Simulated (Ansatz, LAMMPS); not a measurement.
# Amorphous 93SiO2-7P2O5 (mol %) (92 atoms): geometry optimisation

Aim: bring amorphous 93SiO2-7P2O5 (mol %) (92 atoms) to a nearby minimum of the energy and see what moves.

Calculated with Ansatz 0.2.0; Kohn-Sham DFT, PBE, PAW (set soft_2), plane waves.

Most raw output is cut from this account.

## Step 1: Starting point

The cell holds 92 atoms: 26 Si, 4 P and 62 O. Its edges and angles: a = 11.121 Å, b = 11.121 Å, c = 11.121 Å, α = 90.0°, β = 90.0°, γ = 90.0°. 92 atoms (26 Si, 4 P, 62 O) placed at random at 2.23 g/cm³, melted at 5000 K for 10 ps at fixed volume with the Morse and Coulomb pair potential with partial charges (Pedone, Malavasi, Menziani, Cormack and Segre, J. Phys. Chem. B 110, 11780 (2006)). Quenched from 5000 K to 300 K at 50 K/ps and fixed volume, held 5 ps, then minimised at fixed cell.

Limits known from the start: The quench rate of 50 K/ps far exceeds what a furnace or splat quench reaches, so expect more defects and frozen-in strain than in a real sample. The network of bonds at the start is that of the classical potential that made the cell. Only the Γ point is sampled in the main run, in a cell whose shortest periodic width is 11 Å.

## Step 2: How the cell was made

A classical potential supplies the starting structure, since it reaches far longer times than DFT.

This step: classical MD, Morse and Coulomb pair potential with partial charges (Pedone, Malavasi, Menziani, Cormack and Segre, J. Phys. Chem. B 110, 11780 (2006)) (LAMMPS 22 Jul 2025 - Update 4).

in.lmp

```
# melt-quench of Si26P4O62
units metal
atom_style charge
boundary p p p
region box block 0 11.1212 0 11.1212 0 11.1212
create_box 3 box
mass 1 28.0850   # Si
mass 2 30.9738   # P
mass 3 15.9990   # O
create_atoms 1 random 26 38122 NULL overlap 1.5 maxtry 2000
create_atoms 2 random 4 38129 NULL overlap 1.5 maxtry 2000
create_atoms 3 random 62 38136 NULL overlap 1.5 maxtry 2000
pair_style hybrid/overlay pedone 5.5 coul/long 8.0
pair_coeff * * coul/long
pair_coeff 1 3 pedone 0.340554 2.006700 2.100000 1   # Si-O
pair_coeff 2 3 pedone 0.831326 2.585833 1.800790 1   # P-O
pair_coeff 3 3 pedone 0.042395 1.379316 3.618701 22   # O-O
set type 1 charge 2.4
set type 2 charge 3
set type 3 charge -1.2
kspace_style pppm 1.0e-4
neigh_modify delay 0 every 1 check yes
thermo_style custom step time temp pe press density
thermo_modify norm yes
timestep 0.002
thermo 100
min_style cg
minimize 1e-4 1e-4 200 2000
reset_timestep 0
velocity all create 5000 38123 mom yes dist gaussian
fix lim all nve/limit 0.05
fix lan all langevin 5000 5000 0.2 38124 zero yes
thermo 500
run 1000 post no
# [... 10 lines left out ...]
thermo 1250
fix md all nvt temp 300 300 0.2
run 2500 post no
unfix md
thermo 100
min_style cg
minimize 0 1e-3 2000 20000
write_dump all custom glass.dump id type xs ys zs modify sort id
```

Run with:

```
lmp -in in.lmp -log none -nocite
```

Wall time 23 s (1 thread of Arm Neoverse V1, shared host); peak memory 0.073 GiB.

## Step 3: Single point at the start

The forces at the start show how far the geometry lies from a minimum of this functional.

input.yaml

```yaml
crystal:
  lattice:
    - [11.1212, 0.0, 0.0]
    - [0.0, 11.1212, 0.0]
    - [0.0, 0.0, 11.1212]
  atoms:
    - { symbol: Si, position: [0.89302, 0.81747, 0.36479] }
    - { symbol: Si, position: [0.76367, 0.23335, 0.56502] }
    - { symbol: Si, position: [0.14364, 0.40496, 0.83486] }
    - { symbol: Si, position: [0.46974, 0.82397, 0.97471] }
    - { symbol: Si, position: [0.68526, 0.97623, 0.90531] }
    - { symbol: Si, position: [0.01822, 0.28096, 0.0623] }
    - { symbol: Si, position: [0.77237, 0.05354, 0.33887] }
    - { symbol: Si, position: [0.24083, 0.8145, 0.10779] }
    - { symbol: Si, position: [0.75516, 0.18821, 0.0841] }
    - { symbol: Si, position: [0.34532, 0.15264, 0.33048] }
    - { symbol: Si, position: [0.84191, 0.74372, 0.8425] }
    - { symbol: Si, position: [0.21988, 0.09627, 0.07351] }
    - { symbol: Si, position: [0.54672, 0.37567, 0.04333] }
    - { symbol: Si, position: [0.48163, 0.7448, 0.56824] }
    - { symbol: Si, position: [0.71256, 0.47481, 0.43261] }
    - { symbol: Si, position: [0.20382, 0.04675, 0.552] }
    - { symbol: Si, position: [0.06172, 0.47883, 0.4961] }
    - { symbol: Si, position: [0.17014, 0.80548, 0.38647] }
    - { symbol: Si, position: [0.30266, 0.86878, 0.74954] }
    - { symbol: Si, position: [0.51921, 0.96482, 0.4253] }
    - { symbol: Si, position: [0.36782, 0.23373, 0.87095] }
    - { symbol: Si, position: [0.54655, 0.10172, 0.68549] }
    - { symbol: Si, position: [0.12088, 0.69144, 0.87588] }
    - { symbol: Si, position: [0.81479, 0.60068, 0.20762] }
    - { symbol: Si, position: [0.02159, 0.25099, 0.6228] }
    - { symbol: Si, position: [0.30812, 0.57215, 0.47386] }
    - { symbol: P, position: [0.45936, 0.41225, 0.30512] }
    - { symbol: P, position: [0.06807, 0.49731, 0.21196] }
    - { symbol: P, position: [0.75026, 0.71251, 0.57956] }
    - { symbol: P, position: [0.61512, 0.59574, 0.8859] }
    - { symbol: O, position: [0.95554, 0.56237, 0.16444] }
    - { symbol: O, position: [0.47434, 0.8309, 0.44679] }
    - { symbol: O, position: [0.07085, 0.35887, 0.95372] }
    - { symbol: O, position: [0.83452, 0.73266, 0.2652] }
    - { symbol: O, position: [0.36415, 0.49408, 0.35967] }
    - { symbol: O, position: [0.41927, 0.28218, 0.33208] }
    - { symbol: O, position: [0.81496, 0.72555, 0.69876] }
    - { symbol: O, position: [0.21328, 0.95566, 0.07591] }
    - { symbol: O, position: [0.38478, 0.80066, 0.08544] }
    - { symbol: O, position: [0.74688, 0.36306, 0.50881] }
    - { symbol: O, position: [0.43775, 0.04321, 0.33825] }
    - { symbol: O, position: [0.27472, 0.33963, 0.8344] }
    - { symbol: O, position: [0.38035, 0.8814, 0.87197] }
    - { symbol: O, position: [0.59732, 0.57267, 0.7539] }
    - { symbol: O, position: [0.17247, 0.73813, 0.00509] }
    - { symbol: O, position: [0.51074, 0.02951, 0.56162] }
    - { symbol: O, position: [0.78326, 0.14504, 0.44938] }
    - { symbol: O, position: [0.57795, 0.44122, 0.37006] }
    - { symbol: O, position: [0.5812, 0.91233, 0.98557] }
    - { symbol: O, position: [0.18462, 0.53643, 0.16029] }
    - { symbol: O, position: [0.81773, 0.78999, 0.48793] }
    - { symbol: O, position: [0.78718, 0.8755, 0.87687] }
    - { symbol: O, position: [0.2727, 0.13706, 0.4559] }
    - { symbol: O, position: [0.44076, 0.16919, 0.761] }
    - { symbol: O, position: [0.65222, 0.97631, 0.37398] }
    - { symbol: O, position: [0.07486, 0.33735, 0.7258] }
    - { symbol: O, position: [0.70399, 0.59135, 0.13144] }
    - { symbol: O, position: [0.04767, 0.36424, 0.18045] }
    - { symbol: O, position: [0.42949, 0.61527, 0.53803] }
    - { symbol: O, position: [0.39634, 0.80077, 0.6645] }
    - { symbol: O, position: [0.09473, 0.12845, 0.59984] }
    - { symbol: O, position: [0.52853, 0.69786, 0.92394] }
    - { symbol: O, position: [0.61802, 0.01581, 0.78067] }
    - { symbol: O, position: [0.88224, 0.22374, 0.64468] }
    - { symbol: O, position: [0.58651, 0.48073, 0.95392] }
    - { symbol: O, position: [0.09138, 0.15903, 0.06744] }
    - { symbol: O, position: [0.8789, 0.9573, 0.33539] }
    - { symbol: O, position: [0.759, 0.12164, 0.21346] }
    - { symbol: O, position: [0.65207, 0.28827, 0.08661] }
    - { symbol: O, position: [0.2057, 0.49289, 0.53457] }
    - { symbol: O, position: [0.27841, 0.14428, 0.20266] }
    - { symbol: O, position: [0.02854, 0.78358, 0.38268] }
    - { symbol: O, position: [0.26226, 0.98634, 0.6733] }
    - { symbol: O, position: [0.24123, 0.6959, 0.44406] }
    - { symbol: O, position: [0.64489, 0.19516, 0.63588] }
    - { symbol: O, position: [0.79637, 0.5051, 0.32044] }
    - { symbol: O, position: [0.73085, 0.09026, 0.97905] }
    - { symbol: O, position: [0.29353, 0.14133, 0.95671] }
    [... 8 atom lines left out ...]
    - { symbol: O, position: [0.97726, 0.71892, 0.87348] }
    - { symbol: O, position: [0.47901, 0.41732, 0.16942] }
    - { symbol: O, position: [0.9731, 0.55988, 0.56019] }
    - { symbol: O, position: [0.62378, 0.76713, 0.59758] }
    - { symbol: O, position: [0.19147, 0.78057, 0.7813] }
    - { symbol: O, position: [0.2092, 0.80979, 0.24752] }
kpoints:
  mp_grid: { grid: [1, 1, 1] }
hamiltonian:
  xc: pbe
scf:
  occupations: { method: fermi_dirac, width: 0.025 }
output:
  forces: true
```

Run with:

```
ansatz run input.yaml --threads 4 --pin off --max-ram 8192MiB --backend cpu --events-out ev --progress --plain --runs-dir out
```

Elapsed: 12 s, on 4 threads of Arm Neoverse V1, shared host; peak memory 1.6 GiB; 44 s of CPU time.

Read from the output:

| Item | Value |
| --- | --- |
| free energy | -54815.0628 eV |
| free energy per atom | -595.8159 eV/atom |
| SCF cycles | 9 |
| r.m.s. force component | 0.833 eV/Å |
| longest force | 4.503 eV/Å |
| Fermi energy | 4.836 eV |

The r.m.s. force component of 0.83 eV/Å sets the starting point.

Neighbours are counted within 2.08 Å (O-Si), 1.93 Å (O-P).

Length of the force by element and coordination:

```tsv
element	coordination	atoms	mean length of the force (eV/Å)	spread	least	most
O	all	62	1.06	0.603	0.197	3.20
O	1	4	1.72	1.16	0.539	3.20
O	2	58	1.02	0.515	0.197	2.70
P	all	4	2.26	1.36	1.09	4.50
Si	all	26	1.54	0.615	0.680	2.58
```

## Step 4: Cell and atoms relaxed

The cell is relaxed with the atoms, since the starting lattice needn't suit this functional.

input.yaml: that of step 3 with these lines changed.

```diff
@@ -15 +15,5 @@
   forces: true
+relax:
+  f_tol: 0.04
+  max_steps: 250
+  cell: {}
```

Run time: 5.7 min. Hardware: 4 threads; peak memory 1.6 GiB; 22 min of CPU time.

Step by step (22 of 28):

```tsv
step	energy less that of the first step (eV)	largest force component (eV/Å)	pressure (GPa)	volume (Å³)
1	0.0000	4.3013	3.92	1375.48
2	-1.5012	3.3004	2.03	1388.08
4	-3.7017	0.5545	-0.45	1386.11
5	-3.9462	0.7233	-0.30	1378.00
6	-4.3138	0.7958	0.03	1371.40
7	-4.4363	1.4763	0.16	1369.02
9	-4.7434	1.7582	-0.18	1380.03
10	-4.8651	0.2888	0.05	1372.94
11	-4.8879	0.3389	0.00	1373.06
13	-4.9695	0.2826	-0.02	1373.53
14	-5.0140	0.4951	-0.22	1372.72
15	-5.0475	0.5161	0.03	1369.26
16	-5.0703	0.3826	0.12	1370.03
18	-5.1205	0.1155	-0.08	1367.34
19	-5.1497	0.1685	-0.02	1363.40
20	-5.1626	0.0917	-0.05	1361.01
22	-5.1724	0.0485	-0.01	1359.19
23	-5.1728	0.0338	-0.03	1359.50
24*	-5.1665	0.0332	-0.04	1359.50
25	-5.1793	0.0659	0.01	1356.57
27	-5.1865	0.0218	0.00	1355.84
28*	-5.1741	0.0218	-0.01	1355.84
```

Relaxation steps marked * repeat the geometry before them on a plane-wave basis chosen anew for their cell, so energy and pressure can jump there. Other such steps can lie between the rows shown. Relaxation step 9 was tried and not accepted.

```tsv
cell as run	before	after	change
a (Å)	11.121	11.036	-0.8 %
b (Å)	11.121	11.141	+0.2 %
c (Å)	11.121	11.049	-0.7 %
α (°)	90.00	93.37	+3.7 %
β (°)	90.00	89.33	-0.7 %
γ (°)	90.00	91.20	+1.3 %
volume (Å³/atom)	14.95	14.74	-1.4 %
```

The atoms that moved most (Å, as changes of fractional coordinates times the final cell):

```tsv
atom	dx	dy	dz	length
O57	0.116	-0.994	-0.147	1.012
O65	-0.465	0.605	0.442	0.882
O83	0.780	0.303	-0.096	0.843
O78	0.575	0.350	0.377	0.772
O62	-0.350	0.075	-0.605	0.703
Si13	0.532	0.342	0.267	0.687
Si21	0.444	0.353	0.266	0.627
O44	-0.065	-0.600	0.112	0.614
```

The relaxation changed the energy by -56.2 meV/atom, and atoms moved by 0.37 Å r.m.s., 1.0 Å at most.

## Step 5: Local order after relaxation

Bonds before and after, by the cutoffs listed below:

```tsv
pair	bonds before	bonds after	mean before (Å)	mean after (Å)	spread before (Å)	spread after (Å)
O-Si	104	105	1.614	1.636	0.032	0.032
O-P	16	16	1.529	1.547	0.017	0.042
```

Density 2.26 g/cm³, 14.74 Å³ an atom.

g(r), total and by pair (bins of 0.2 Å):

```tsv
r (Å)	total	O-O	O-Si	O-P	Si-Si	Si-P	P-P
1.40	0.12	0.00	0.00	2.00	0.00	0.00	0.00
1.60	5.58	0.00	12.71	12.64	0.00	0.00	0.00
1.80	0.17	0.00	0.44	0.00	0.00	0.00	0.00
2.00	0.00	0.00	0.00	0.00	0.00	0.00	0.00
2.20	0.00	0.00	0.00	0.00	0.00	0.00	0.00
2.40	0.26	0.57	0.00	0.00	0.00	0.00	0.00
2.60	2.40	5.28	0.00	0.00	0.00	0.00	0.00
2.80	0.87	1.74	0.04	0.00	0.59	0.63	0.00
3.00	0.51	0.34	0.11	0.24	2.12	5.04	0.00
3.20	0.82	0.52	0.26	0.86	4.75	2.09	0.00
3.40	0.65	0.56	0.86	1.14	0.00	0.00	0.00
3.60	0.75	0.39	1.34	1.01	0.00	0.00	0.00
3.80	1.07	0.76	1.53	2.27	0.00	0.35	0.00
4.00	1.31	0.76	2.05	2.02	0.50	0.34	4.38
4.20	1.25	0.69	1.96	1.49	0.90	1.18	0.00
4.40	0.86	0.80	0.84	0.45	1.23	1.89	3.37
4.60	0.85	1.30	0.36	0.62	0.76	0.98	0.00
4.80	0.93	1.29	0.55	0.65	0.77	1.59	0.00
5.00	1.29	1.73	0.80	0.61	1.78	0.82	0.00
5.20	1.09	1.36	0.78	0.97	0.89	1.54	2.42
5.40	1.02	0.94	0.97	1.11	1.69	0.71	2.25
```

Bonds by pair of elements; cutoffs follow the first minimum of g(r), held within bounds set by covalent radii, and pairs that aren't listed don't count as bonded:

```tsv
pair A-B	cutoff (Å)	bonds	mean length (Å)	spread (Å)	shortest (Å)	B about A	A about B
O-Si	2.12	105	1.64	0.032	1.55	1.69	4.04
O-P	2.02	16	1.55	0.042	1.47	0.258	4
```

How many atoms have how many bonded neighbours:

```tsv
element	mean	1	2	4	5
O	1.95	3	59	0	0
P	4	0	0	4	0
Si	4.04	0	0	25	1
```

Bond angles (no mean is given where the spread exceeds 20°):

```tsv
angle	count	mean (°)	spread (°)
O-Si-O	160	109	7.9
Si-O-Si	45	147	13.5
O-P-O	24	109	4.7
P-O-Si	14	144	10.9
```

Oxygen atoms by the number of network formers (Si, P, Ge, B, Al, As, Ga) bound to them:

```tsv
network formers bound to O	O atoms	per cent
0	0	0
1	3	4.8
2	59	95.2
```

Network units: each former by its oxygen neighbours and how many of them bridge to another former:

```tsv
former	O neighbours	bridging O	atoms
Si	4	3	1
Si	4	4	24
Si	5	5	1
P	4	3	2
P	4	4	2
```

Bond length by coordination (bonds to H left out):

```tsv
element	coordination	atoms	mean bond length (Å)
O	1	3	1.50
O	2	59	1.63
Si	4	25	1.63
Si	5	1	1.73
```

Rings of the network by King's shortest-path rule, up to 12 atoms, one path for each pair of neighbours; H, halogens, alkali and alkaline-earth atoms are left out, and the last column divides by all other atoms, bonded or not:

```tsv
ring size (atoms)	rings	per network atom
8	6	0.065
10	8	0.087
12	15	0.163
```

First main peaks of g(r), for some of the pairs, lie near 2.6 Å (O-O), 1.6 Å (O-Si), 1.5 Å (O-P), 3.1 Å (Si-Si) and 3.1 Å (Si-P). By these cutoffs 95 % of O atoms have 2, all P atoms have 4 and 96 % of Si atoms have 4 bonded neighbours. The O-Si-O angle averages 109° with a spread of 8°. 95 % of the oxygens bridge two formers (Si and P) and 5 % are non-bridging. The commonest Si unit has 4 oxygens, 4 of them shared with other formers (24 of 26 atoms). Rings of 12 atoms are the most common (52 % of those counted); sizes run from 8 to 12, where the search stops.

(Part 1 of 2 ends here.)

[Logs are printed without paths, hosts, clocks, repeated set-up lines and the standing remarks that a program may print on its own settings, such as how far it seeks lower states.]

[Hosts, paths, dates, database ids (printed as entryN), source tags and the programs' standing remarks are cut or masked in the printed files.]
